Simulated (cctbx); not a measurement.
**Pr2Te2S6O with cctbx, script by script**

Library: cctbx 2025.11. The data are simulated by the first script.

## 1. Simulate the data

run.py:

```python
from cctbx import adptbx, crystal, miller, sgtbx, xray
from cctbx.array_family import flex
from iotbx.shelx import hklf
from scitbx import matrix
import scitbx.random

cs = crystal.symmetry(unit_cell=(12.394, 12.394, 12.394, 90, 90, 90), space_group_symbol='Hall: F 4d 2 3 -1d')  # Fd-3m
atoms = [  # label, site, U (iso, or U11 U22 U33 U12 U13 U23 in A^2), occupancy
    ("Pr1", (0.375, 0.625, 0.375), (0.0165, 0.0165, 0.0165, 0.0034, -0.0034, 0.0034), 1),
    ("Te1", (0.375, 0.125, 0.375), (0.0135, 0.0135, 0.0135, -0.0005, 0.0005, -0.0005), 1),
    ("S1", (0.25, 0.25, 0.0425), (0.0137, 0.0137, 0.0238, -0.0019, -0.0000, 0.0000), 1),
    ("O1", (0.25, 0.75, 0.25), (0.0635, 0.0635, 0.0635, -0.0000, 0.0000, 0.0000), 1),
]
xs = xray.structure(crystal_symmetry=cs)
for label, site, u, occ in atoms:
    u = adptbx.u_cif_as_u_star(cs.unit_cell(), u) if isinstance(u, tuple) else u
    xs.add_scatterer(xray.scatterer(label, site=site, u=u, occupancy=occ))
xs.set_inelastic_form_factors(1.54184, "sasaki")
xs.show_summary()
p1 = xs.expand_to_p1()
ms = miller.build_set(p1, anomalous_flag=True, d_min=0.83)
flex.set_random_seed(28)
scitbx.random.set_random_seed(28)
ms = ms.select(flex.random_double(ms.size()) < 0.95)
i = ms.structure_factors_from_scatterers(p1, algorithm="direct").f_calc().as_intensity_array().data()
i = i * 20000 / flex.max(i)
sig = flex.sqrt(i + flex.pow2(0.02 * i) + 2 ** 2)
noise = scitbx.random.variate(scitbx.random.normal_distribution())(i.size())
data = ms.array(data=i + sig * noise, sigmas=sig).set_observation_type_xray_intensity()
with open("data.hkl", "w") as f:
    data.export_as_shelx_hklf(f)
print("reflections written:", data.size(), " <I/sigma> = %.1f" % flex.mean(data.data() / data.sigmas()))
for h, a, b in list(data.sort("data"))[:12]:
    print("%4d%4d%4d %9.1f %7.1f" % (h + (a, b)))
```

```console
$ python run.py
```

```text
Number of scatterers: 4
At special positions: 4
Unit cell: (12.394, 12.394, 12.394, 90, 90, 90)
Space group: F d -3 m :1 (No. 227)
reflections written: 13233  <I/sigma> = 2.4
   4   0  -4   21523.4   424.3
  -4   4   0   20751.7   424.3
   4   0   4   20532.1   424.3
  -4   0  -4   20329.8   424.3
   0   4  -4   20217.8   424.3
   0  -4  -4   20204.1   424.3
  -4   0   4   19930.3   424.3
   4  -4   0   19775.8   424.3
   0  -4   4   19662.3   424.3
  -4  -4   0   19262.2   424.3
  -2   2  -2   17642.0   367.6
   2  -2  -2   17389.8   367.6
```

It took 0.33 s on 1 thread of Arm Neoverse V2 (shared host), peak memory 0.07 GiB.

## 2. Refinement (right model, isotropic)

run.py:

```python
import math
from cctbx import adptbx, crystal, maptbx, sgtbx, xray
from cctbx.array_family import flex
from cctbx.xray import observations
from iotbx.shelx import hklf
from scitbx.lstbx import normal_eqns_solving
from smtbx import absolute_structure, utils
from smtbx.refinement import constraints, least_squares

cs = crystal.symmetry(unit_cell=(12.394, 12.394, 12.394, 90, 90, 90), space_group_symbol='Hall: F 4d 2 3 -1d')  # Fd-3m
atoms = [  # label, site, U (iso, or U11 U22 U33 U12 U13 U23 in A^2), occupancy
    ("Pr1", (0.375, 0.625, 0.375), 0.0200, 1),
    ("Te1", (0.375, 0.125, 0.375), 0.0200, 1),
    ("S1", (0.25, 0.25, 0.0484), 0.0200, 1),
    ("O1", (0.25, 0.75, 0.25), 0.0200, 1),
]
xs = xray.structure(crystal_symmetry=cs)
for label, site, u, occ in atoms:
    u = adptbx.u_cif_as_u_star(cs.unit_cell(), u) if isinstance(u, tuple) else u
    xs.add_scatterer(xray.scatterer(label, site=site, u=u, occupancy=occ))
xs.set_inelastic_form_factors(1.54184, "sasaki")
raw = hklf.reader(file_name="data.hkl").as_miller_arrays(crystal_symmetry=cs, anomalous=True)[0]
merged = raw.eliminate_sys_absent().merge_equivalents()
fo2 = merged.array().set_observation_type_xray_intensity()
print("Rint %.3f, %d unique reflections to %.2f A" % (merged.r_int(), fo2.size(), fo2.d_min()))
for sc in xs.scatterers():
    sc.flags.set_grad_site(True)
    sc.flags.set_grad_u_aniso(sc.flags.use_u_aniso())
    sc.flags.set_grad_u_iso(sc.flags.use_u_iso())
obs = fo2.as_xray_observations()
extra = {}
rep = constraints.reparametrisation(xs, [], utils.connectivity_table(xs), **extra)
ls = least_squares.crystallographic_ls(obs, rep, weighting_scheme=least_squares.mainstream_shelx_weighting(a=0, b=0))
print("cycle     R1     wR2    GooF  max shift (A)")
for cycle in range(8):
    ls.build_up()
    r1, wr2, goof = ls.r1_factor(cutoff_factor=2)[0], ls.wR2(), ls.goof()
    old = xs.sites_cart()
    normal_eqns_solving.levenberg_marquardt_iterations(ls, n_max_iterations=3, tau=1e-06, step_threshold=1e-7)
    big = flex.max((xs.sites_cart() - old).norms())
    print("%4d %7.4f %7.4f %7.3f %9.5f" % (cycle + 1, r1, wr2, goof, big))
    ls.build_up(objective_only=True)
    if abs(ls.wR2() - wr2) < 5e-5 and big < 5e-4:
        break
ls.build_up()
print("final R1 %.4f wR2 %.4f GooF %.3f  parameters %d  data/parameter %.1f" % (ls.r1_factor(cutoff_factor=2)[0], ls.wR2(), ls.goof(), ls.n_parameters, fo2.size() / ls.n_parameters))
cov = ls.covariance_matrix_and_annotations()
su = dict(zip(cov.annotations, (math.sqrt(max(v, 0)) for v in cov.matrix.matrix_packed_u_diagonal())))
a2 = cs.unit_cell().reciprocal_parameters()[0] ** -2
print("atom        x        y        z      Ueq    occ   su(xyz)  su(Uiso or U11)")
for sc in xs.scatterers():
    s = max(su.get(sc.label + k, 0) for k in (".x", ".y", ".z"))
    npd = "" if sc.is_positive_definite_u(cs.unit_cell()) else "  NPD"
    print("%-5s %8.5f %8.5f %8.5f %8.4f %6.3f %8.5f %7.4f%s" % ((sc.label,) + sc.site + (sc.u_iso_or_equiv(cs.unit_cell()), sc.occupancy, s, su.get(sc.label + ".uiso", su.get(sc.label + ".u11", 0) * a2), npd)))
fo = fo2.f_sq_as_f()
fc = fo.structure_factors_from_scatterers(xs, algorithm="direct").f_calc()
diff = fo.f_obs_minus_f_calc(1 / math.sqrt(ls.scale_factor()), fc).average_bijvoet_mates()
m = diff.fft_map(symmetry_flags=maptbx.use_space_group_symmetry, resolution_factor=0.25).apply_volume_scaling()
print("difference map: max %.2f min %.2f rms %.2f" % (m.statistics().max(), m.statistics().min(), m.statistics().sigma()))
peaks = m.peak_search(parameters=maptbx.peak_search_parameters(min_distance_sym_equiv=0.6, max_clusters=6)).all()
near = xs.closest_distances(peaks.sites(), distance_cutoff=4)
sps = cs.special_position_settings(min_distance_sym_equiv=0.5)
for k, (x, h) in enumerate(zip(peaks.sites(), peaks.heights())):
    ss = sps.site_symmetry(x)
    print("Q%-3d %7.4f %7.4f %7.4f %4d %7.2f  %.2f A from %s" % ((k + 1,) + tuple(t % 1 for t in ss.exact_site()) + (ss.multiplicity(), h, near.smallest_distances[k], xs.scatterers()[near.i_seqs[k]].label)))
```

```console
$ python run.py
```

```text
Rint 0.025, 108 unique reflections to 0.84 A
cycle     R1     wR2    GooF  max shift (A)
   1  0.0910  0.2190  17.866   0.06900
   2  0.0374  0.0978   7.977   0.00038
final R1 0.0373 wR2 0.0978 GooF 7.977  parameters 5  data/parameter 21.6
atom        x        y        z      Ueq    occ   su(xyz)  su(Uiso or U11)
Pr1    0.37500  0.62500  0.37500   0.0170  1.000  0.00000  0.0007
Te1    0.37500  0.12500  0.37500   0.0135  1.000  0.00000  0.0007
S1     0.25000  0.25000  0.04280   0.0184  1.000  0.00036  0.0010
O1     0.25000  0.75000  0.25000   0.0759  1.000  0.00000  0.0154
difference map: max 2.05 min -4.08 rms 0.31
Q1    0.1250  0.1250  0.6250   16    2.05  0.00 A from Pr1
Q2    0.1008  0.1008  0.1008   32    1.62  0.52 A from Te1
Q3    0.0000  0.0000  0.2397   48    1.50  0.40 A from S1
Q4    0.0000  0.0000  0.1733   48    1.24  0.42 A from S1
Q5    0.0733  0.0733  0.5733   32    0.94  1.11 A from Pr1
Q6    0.0879  0.1420  0.3580   96    0.82  1.97 A from S1
```

Time: 0.46 s.

Figures of merit this high mean that the model is still wrong or incomplete.

## 3. Refinement (right model, anisotropic)

run.py, as its changes from the last script of this kind:

```diff
@@ -12,4 +12,4 @@
-    ("Pr1", (0.375, 0.625, 0.375), 0.0200, 1),
-    ("Te1", (0.375, 0.125, 0.375), 0.0200, 1),
-    ("S1", (0.25, 0.25, 0.0484), 0.0200, 1),
-    ("O1", (0.25, 0.75, 0.25), 0.0200, 1),
+    ("Pr1", (0.375, 0.625, 0.375), 0.0170, 1),
+    ("Te1", (0.375, 0.125, 0.375), 0.0135, 1),
+    ("S1", (0.25, 0.25, 0.0428), 0.0184, 1),
+    ("O1", (0.25, 0.75, 0.25), 0.0759, 1),
@@ -21,0 +22 @@
+xs.convert_to_anisotropic()
```

```console
$ python run.py
```

```text
Rint 0.025, 108 unique reflections to 0.84 A
cycle     R1     wR2    GooF  max shift (A)
   1  0.0373  0.0978   8.136   0.00246
   2  0.0045  0.0111   0.925   0.00000
final R1 0.0045 wR2 0.0111 GooF 0.925  parameters 9  data/parameter 12.0
atom        x        y        z      Ueq    occ   su(xyz)  su(Uiso or U11)
Pr1    0.37500  0.62500  0.37500   0.0165  1.000  0.00000  0.0001
Te1    0.37500  0.12500  0.37500   0.0135  1.000  0.00000  0.0001
S1     0.25000  0.25000  0.04260   0.0170  1.000  0.00004  0.0002
O1     0.25000  0.75000  0.25000   0.0655  1.000  0.00000  0.0015
difference map: max 0.33 min -0.23 rms 0.05
Q1    0.0000  0.0000  0.0000    8    0.33  2.57 A from S1
Q2    0.0329  0.0329  0.9671   32    0.22  2.24 A from S1
Q3    0.0337  0.0337  0.4663   32    0.20  0.72 A from O1
Q4    0.0000  0.0000  0.2555   48    0.14  0.60 A from S1
Q5    0.0839  0.0839  0.3420   96    0.13  2.22 A from S1
Q6    0.0355  0.1460  0.1460   96    0.12  1.17 A from Te1
```

Time: 0.44 s.

## 4. Refinement

run.py, as its changes from the last script of this kind:

```diff
@@ -12,2 +12,2 @@
-    ("Pr1", (0.375, 0.625, 0.375), 0.0170, 1),
-    ("Te1", (0.375, 0.125, 0.375), 0.0135, 1),
+    ("Te1", (0.375, 0.625, 0.375), 0.0170, 1),
+    ("Pr1", (0.375, 0.125, 0.375), 0.0135, 1),
@@ -36 +36 @@
-for cycle in range(8):
+for cycle in range(12):
```

```console
$ python run.py
```

```text
Rint 0.025, 108 unique reflections to 0.84 A
cycle     R1     wR2    GooF  max shift (A)
   1  0.0914  0.2548  21.197   0.00295
   2  0.0391  0.1315  10.940   0.00008
final R1 0.0391 wR2 0.1315 GooF 10.940  parameters 9  data/parameter 12.0
atom        x        y        z      Ueq    occ   su(xyz)  su(Uiso or U11)
Te1    0.37500  0.62500  0.37500   0.0101  1.000  0.00000  0.0009
Pr1    0.37500  0.12500  0.37500   0.0171  1.000  0.00000  0.0010
S1     0.25000  0.25000  0.04255   0.0160  1.000  0.00051  0.0018
O1     0.25000  0.75000  0.25000   0.0614  1.000  0.00000  0.0171
difference map: max 3.58 min -1.50 rms 0.39
Q1    0.1250  0.1250  0.6250   16    3.59  0.00 A from Te1
Q2    0.0000  0.0000  0.1989   48    0.75  0.11 A from S1
Q3    0.0429  0.1682  0.1682   96    0.46  1.27 A from Pr1
Q4    0.0374  0.0374  0.4626   32    0.44  0.80 A from O1
Q5    0.0000  0.0000  0.3647   48    0.35  1.68 A from O1
Q6    0.0371  0.0371  0.5742   96    0.34  1.13 A from O1
```

Time: 0.41 s.

This run holds a fault made on purpose: elements exchanged: Pr1 is Te and Te1 is Pr.

## 5. Refinement

run.py, as its changes from the last script of this kind:

```diff
@@ -12,2 +12,2 @@
-    ("Te1", (0.375, 0.625, 0.375), 0.0170, 1),
-    ("Pr1", (0.375, 0.125, 0.375), 0.0135, 1),
+    ("Pr1", (0.375, 0.625, 0.375), 0.0170, 1),
+    ("Te1", (0.375, 0.125, 0.375), 0.0135, 1),
@@ -24 +24 @@
-merged = raw.eliminate_sys_absent().merge_equivalents()
+merged = raw.eliminate_sys_absent().resolution_filter(d_min=2).merge_equivalents()
```

```console
$ python run.py
```

```text
Rint 0.021, 12 unique reflections to 2.07 A
cycle     R1     wR2    GooF  max shift (A)
   1  0.0086  0.0275   3.720   0.01418
   2  0.0005  0.0017   0.236   0.00029
   3  0.0005  0.0016   0.221   0.00000
final R1 0.0005 wR2 0.0016 GooF 0.221  parameters 9  data/parameter 1.3
atom        x        y        z      Ueq    occ   su(xyz)  su(Uiso or U11)
Pr1    0.37500  0.62500  0.37500   0.0142  1.000  0.00000  0.0006
Te1    0.37500  0.12500  0.37500   0.0131  1.000  0.00000  0.0006
S1     0.25000  0.25000  0.04168   0.0162  1.000  0.00009  0.0007
O1     0.25000  0.75000  0.25000   0.0752  1.000  0.00000  0.0025
difference map: max 0.01 min -0.01 rms 0.00
Q1    0.0000  0.0000  0.0000    8    0.01  2.58 A from S1
Q2    0.0000  0.0000  0.2491   48    0.01  0.51 A from S1
Q3    0.1139  0.1139  0.8861   32    0.00  2.31 A from S1
Q4    0.1250  0.1250  0.1250   16    0.00  0.00 A from Te1
Q5    0.0695  0.0695  0.0695   32    0.00  1.19 A from Te1
Q6    0.0567  0.0567  0.8061   96    0.00  1.01 A from S1
```

Time: 0.41 s.

This run holds a fault made on purpose: data cut at low resolution.

## 6. Refinement

run.py, as its changes from the last script of this kind:

```diff
@@ -21 +21 @@
-xs.set_inelastic_form_factors(1.54184, "sasaki")
+xs.set_inelastic_form_factors(0.71073, "sasaki")
@@ -24 +24 @@
-merged = raw.eliminate_sys_absent().resolution_filter(d_min=2).merge_equivalents()
+merged = raw.eliminate_sys_absent().merge_equivalents()
```

```console
$ python run.py
```

```text
Rint 0.025, 108 unique reflections to 0.84 A
cycle     R1     wR2    GooF  max shift (A)
   1  0.0555  0.1369  11.390   0.00113
   2  0.0174  0.0483   4.019   0.00003
final R1 0.0174 wR2 0.0483 GooF 4.019  parameters 9  data/parameter 12.0
atom        x        y        z      Ueq    occ   su(xyz)  su(Uiso or U11)
Pr1    0.37500  0.62500  0.37500   0.0178  1.000  0.00000  0.0004
Te1    0.37500  0.12500  0.37500   0.0109  1.000  0.00000  0.0004
S1     0.25000  0.25000  0.04271   0.0145  1.000  0.00018  0.0007
O1     0.25000  0.75000  0.25000   0.0674  1.000  0.00000  0.0068
difference map: max 0.76 min -1.01 rms 0.19
Q1    0.0313  0.0313  0.5313   32    0.76  0.67 A from O1
Q2    0.0000  0.0000  0.5000    8    0.76  0.00 A from O1
Q3    0.0984  0.0984  0.0984   32    0.58  0.57 A from Te1
Q4    0.0649  0.0649  0.3181   96    0.53  1.78 A from S1
Q5    0.0226  0.1659  0.1659   96    0.46  1.46 A from Te1
Q6    0.0000  0.0000  0.1164   48    0.44  1.13 A from S1
```

It took 0.42 s on 1 thread of Arm Neoverse V2, on a shared host, peak memory 0.09 GiB.

This run holds a fault made on purpose: dispersion terms of the wrong wavelength.

[Logs are printed without paths, hosts, clocks, repeated set-up lines and the standing remarks that a program may print on its own settings, such as how far it seeks lower states.]
